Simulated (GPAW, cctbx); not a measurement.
## MgPb2Au2: deformation density and structure factors from DFT

Question: by how much does bonding change the X-ray structure factors of MgPb2Au2, how firmly does DFT give the change, and what does a routine refinement make of it?

The start was made by putting kin elements into a known structure type; the compound need not exist, or be stable, in this form. All numbers below are calculated.

## 1. Find the equilibrium geometry

The density hangs on the geometry, so cell and atoms are relaxed first, with the symmetry held. The cutoff is set higher than for the density because stress converges slowly with plane waves.

Settings: GPAW 26.7.0, PBE, 570 eV, 5×5×5 k-points, Fermi–Dirac width 0.1 eV, BFGS to 0.03 eV/Å.

```text
cell
1.0
     4.638000000    0.000000000    0.000000000
     0.000000000    4.638000000    0.000000000
    -2.319000000   -2.319000000    5.419500000
Pb Au Mg
2 2 1
Direct
0.624500000 0.624500000 0.249000000
0.375500000 0.375500000 0.751000000
0.750000000 0.250000000 0.500000000
0.250000000 0.750000000 0.500000000
0.000000000 0.000000000 0.000000000
```

```console
$ OMP_NUM_THREADS=1 mpirun -n 4 gpaw python run.py > gpaw.log
```

```text
BFGS:    0      -13.774589        2.367485
BFGS:    1      -13.958245        2.126573
BFGS:    2      -14.530050        1.244663
BFGS:    3      -14.795935        0.491815
...
BFGS:    6      -14.849789        0.144122
BFGS:    7      -14.851698        0.037244
BFGS:    8      -14.851891        0.011688
cell  4.9649 4.9649 6.8848  111.14 111.14 90.00
volume 145.991 A^3, largest force 0.005 eV/A, largest stress 0.06 GPa
```

The cell moved far, while the k-mesh and basis were chosen for the start, so the final shape may be somewhat biased.

After 8 steps the volume has changed by +25.2 % and the energy by -1.077 eV; the largest stress left is 0.06 GPa. It took 8 min on 4 cores of Arm Neoverse N1 (shared host), peak memory 1.4 GiB.

Relaxed structure: I4/mmm (no. 139), a = 4.9649 Å, b = 4.9649 Å, c = 11.8450 Å, α = 90.00°, β = 90.00°, γ = 90.00°.

| atom | mult. | x | y | z |
| --- | --- | --- | --- | --- |
| Pb1 | 4 | 1/2 | 1/2 | 0.1307 |
| Au1 | 4 | 1/2 | 0 | 1/4 |
| Mg1 | 2 | 0 | 0 | 0 |

## 2. Density and charge transfer

X-rays see the whole electron density, so the PAW density is rebuilt with its core regions. Subtracting spherical free atoms from the same code cancels the cores and leaves the deformation density Δρ, the part due to bonding.

Settings: PBE, 450 eV, 5×5×5 k-points, Fermi–Dirac width 0.1 eV; primitive cell of 5 atoms.

```console
$ OMP_NUM_THREADS=1 mpirun -n 4 gpaw python run.py > gpaw.log
```

```text
|iter:   1|       0s |  -15.542155 | +0.07 |       |
|iter:   2|       5s |  -15.363793 | -1.71 | -1.29 |
|iter:   3|       9s |  -14.739937 | -1.54 | -1.33 |
...
|iter:   9|      43s |  -14.713790c| -6.70 | -4.44c|
|iter:  10|      48s |  -14.713790c| -7.30 | -4.87c|
|iter:  11|      50s |  -14.713790c| -7.71c| -5.27c|
```

```text
gpts.py:43: UserWarning: Initial realspace grid (25,25,35) inconsistent with symmetries.
gpts.py:43: UserWarning: Initial realspace grid (25,25,35) inconsistent with symmetries.
gpts.py:43: UserWarning: Initial realspace grid (25,25,35) inconsistent with symmetries.
gpts.py:43: UserWarning: Initial realspace grid (25,25,35) inconsistent with symmetries.
gpts.py:70: UserWarning: Using symmetrized grid: (35,35,35).
gpts.py:70: UserWarning: Using symmetrized grid: (35,35,35).
gpts.py:70: UserWarning: Using symmetrized grid: (35,35,35).
gpts.py:70: UserWarning: Using symmetrized grid: (35,35,35).
grid (70, 70, 70)  electrons 334.000  moved by bonding 0.935 e
deformation density beyond 0.5 A of the nuclei: max 0.047, min -0.147 e/A^3
atom        x       y       z   Voronoi charge  moment
Pb1    0.6307  0.6307  0.2613     -0.023       0.00
Pb2    0.3693  0.3693  0.7387     -0.023       0.00
Au3    0.7500  0.2500  0.5000     -0.106       0.00
Au4    0.2500  0.7500  0.5000     -0.106       0.00
Mg5    0.0000  0.0000  0.0000      0.258       0.00
mean inner potential of superposed free atoms 17.211 V
total magnetic moment 0.000 muB
```

Deformation density in a plane through the shortest contact of the Pb atom at the origin, in 0.01 e/Å³ (clipped at ±99); x from -1.6 to 4.5 Å, y from 2.4 down to -2.4 Å:

```text
  .   . -13  -1   1   0   0  -1  -1  -1  -1   0   0   0   0   0
 -4 -13  -7   1   1   0   0   0   0   0   0   1   1   0   0   0
 -2  -2   2   3   1  -1  -1   0   0   1   1   1   1   1   1   0
  2   4   4   2  -1  -2  -2   0   1   1   1   1   2   1   1   1
  2   2   1  -3  -3  -4  -3   0   2   0  -4  -5  -1   1   1   1
  0   0  -2   1   .   0  -4   2   3  -3 -14   .  -7  -3   1   1
  0   0   0   .   .   .  -3   3   4  -5   .   .   .  -8   0   1
  0   0  -1   1   .   0  -2   2   4  -1  -7   . -14  -4   1   1
  1   2   2  -1  -1  -1   0   1   2   1  -1  -4  -2   2   2   0
  1   3   4   3   1   0   0   0   1   1   2   2   4   4   1  -1
  0   2   3   3   1   0   0   0   1   1   1   2   2   0  -4  -4
  0  -1   0   1   1   0   0   0   0   0   0   0   0  -2   2  -2
  .   .   0   0   0   0   0   0   0   0   0   0  -1   0   .   .
```

Atoms in or within 0.15 Å of the plane: Pb (0.0, 0.0), Au (2.9, 0.0) Å. Dots mark points within about 0.45 Å of a nucleus; large values next to them are atomic features.

Au gains most (-0.11 e) and Mg loses most (+0.26 e), as electronegativity suggests. Along the shortest contact from the Pb atom at the map's origin, Pb–Au at 2.86 Å, Δρ is +0.04 e/Å³ at the midpoint and highest, +0.05, 1.51 Å from Pb (points within 0.5 Å of a nucleus left out): little piles up between the atoms. At the midpoints of other shortest contacts it is +0.04 (Pb–Pb, 3.10 Å) e/Å³. Point values carry grid noise of about 0.01 e/Å³. The run needed 11 iterations, 71 s.

## 3. Structure factors

The Fourier components of Δρ, added to those of the free atoms, give the static X-ray structure factors; the Mott–Bethe relation turns them into the Fourier components V of the potential that fast electrons feel.

```text
static structure factors of the conventional cell: F in electrons, V (Mott-Bethe) in volts
   h  k  l      d  |F| table  |F| free   |F| DFT   change   |V| free  |V| DFT  change %
   0  0  2  5.9225   305.519   305.221   305.526    0.306     5.578    5.410     -3.0
   1  0  1  4.5789   189.097   188.818   189.153    0.335     3.523    3.413     -3.1
   1  1  0  3.5107    28.362    28.421    28.366   -0.055     1.466    1.477      0.7
   1  0  3  3.0903   244.913   244.794   244.440   -0.354     5.180    5.233      1.0
   1  1  2  3.0200   278.312   278.146   277.631   -0.515     5.513    5.586      1.3
   0  0  4  2.9613    12.289    12.278    11.714   -0.564     0.419    0.497     18.5
   2  0  0  2.4825   563.688   563.397   562.543   -0.854    10.119   10.202      0.8
   2  0  2  2.2895   265.422   265.290   264.527   -0.763     4.119    4.182      1.5
   1  1  4  2.2635   513.908   513.691   512.983   -0.708     8.283    8.340      0.7
   2  1  1  2.1824   166.433   166.416   166.422    0.006     2.475    2.475     -0.0
   1  0  5  2.1381   169.043   168.958   168.863   -0.095     3.029    3.036      0.2
   0  0  6  1.9742   180.422   180.276   179.651   -0.625     2.578    2.617      1.5
   2  1  3  1.9353   217.950   217.858   217.696   -0.162     3.615    3.625      0.3
   2  0  4  1.9024     9.243     9.022     8.617   -0.406     0.358    0.381      6.4
```

The largest X-ray change is -0.85 e on 200, 0.2 % of |F|. For electrons V goes as (Z − F)/g², so a change of F counts against Z − F, which is small at low angle and wherever the atoms' terms cancel: |V| of 004 moves by +18.5 % (0.42 to 0.50 V) against -4.6 % in |F|. The last three rows still change by up to 0.62 e; the table stops while the angles are still low. The tabulated Hartree–Fock atoms differ from the free DFT atoms by up to 0.30 e, so the choice of reference atom matters too.

## 4. Which functional?

The same geometry is run with other functionals, to see whether the bonding signal is larger than the spread between approximations. Free atoms are LDA for LDA and PBE otherwise; meta-GGAs and hybrids keep PBE cores. Any other changed setting is in the row's label.

| run | ΔF 200 (e) | ΔF 202 (e) | ΔF 114 (e) | q(Au) (e) | moved (e) | time |
| --- | --- | --- | --- | --- | --- | --- |
| PBE | -0.854 | -0.763 | -0.708 | -0.106 | 0.935 | 71 s |
| LDA | -0.868 | -0.768 | -0.730 | -0.111 | 0.941 | 59 s |
| r2SCAN | -0.742 | -0.658 | -0.618 | -0.123 | 0.931 | 3.6 min |

At the base's settings ΔF(200) spans -0.868 to -0.742 e, a spread of 15 % of the PBE value; over the three listed reflections the spread is at most 16 %, so sign and size hold across the functionals. Times are from shared hosts.

## 5. Refining ordinary atoms against data with bonding

Routine crystallography fits spherical atoms. To see the bias, intensities are simulated from tabulated atoms plus the DFT change ΔF, so that bonding alone can misfit (4874 reflections of the full sphere, merged to the counts below, to 0.5 Å, 1.5 % proportional noise plus counting noise, assumed isotropic U as listed, Δρ smeared by the mean U) and refined with cctbx over different ranges.

| range | data | R1 | GooF | U Pb1 (true 0.0057) | U Au1 (true 0.0058) | U Mg1 (true 0.0112) | largest shift (Å) | Δρ max, min (e/Å³) |
| --- | --- | --- | --- | --- | --- | --- | --- | --- |
| all data | 398 | 0.0032 | 0.91 | 0.0057 | 0.0058 | 0.0111 | 0.0000 | 0.62, -0.62 |
| low resolution, d > 0.84 | 101 | 0.0025 | 0.83 | 0.0057 | 0.0057 | 0.0107 | 0.0001 | 0.22, -0.16 |
| high order, d < 0.75 | 263 | 0.0036 | 0.92 | 0.0057 | 0.0058 | 0.0112 | 0.0000 | 0.52, -0.52 |
| occupancies free, d > 0.7 | 159 | 0.0028 | 0.91 | 0.0057 | 0.0058 | 0.0111 | 0.0001 | 0.34, -0.27 |

With all data GooF is 0.91, so at this noise the bonding hardly shows; the top residual peak lies 1.19 Å from Pb and 1.91 Å from Pb. No U is off by more than 3 s.u. at low resolution. With Pb1 held at 1 and the scale free, the other occupancies refine to Au1 1.001(0.001) and Mg1 1.002(0.008), within three s.u. of full.

## 6. Answer

Bonding moves 0.94 e in the primitive cell of MgPb2Au2 and changes the structure factors of the conventional cell in the table above by at most 0.85 e (200, 0.2 %), and among reflections above 2 % of the strongest by up to 4.6 % (004). The shortest bond, Pb–Au, has Δρ = +0.04 e/Å³ at its midpoint. At the base's settings ΔF(200) spans -0.868 to -0.742 e, a spread of 15 % of the PBE value; over the three listed reflections the spread is at most 16 %, so sign and size hold across the functionals. With all data GooF is 0.91, so at this noise the bonding hardly shows. Limits: static density, frozen cores, no spin–orbit coupling.

[Outputs are excerpts: Python notices, other lines and further rows are left out; steps that failed or that the build refused (PBEsol, TPSS) are not shown.]

[Logs are printed without paths, hosts, clocks, repeated set-up lines and the standing remarks that a program may print on its own settings, such as how far it seeks lower states.]
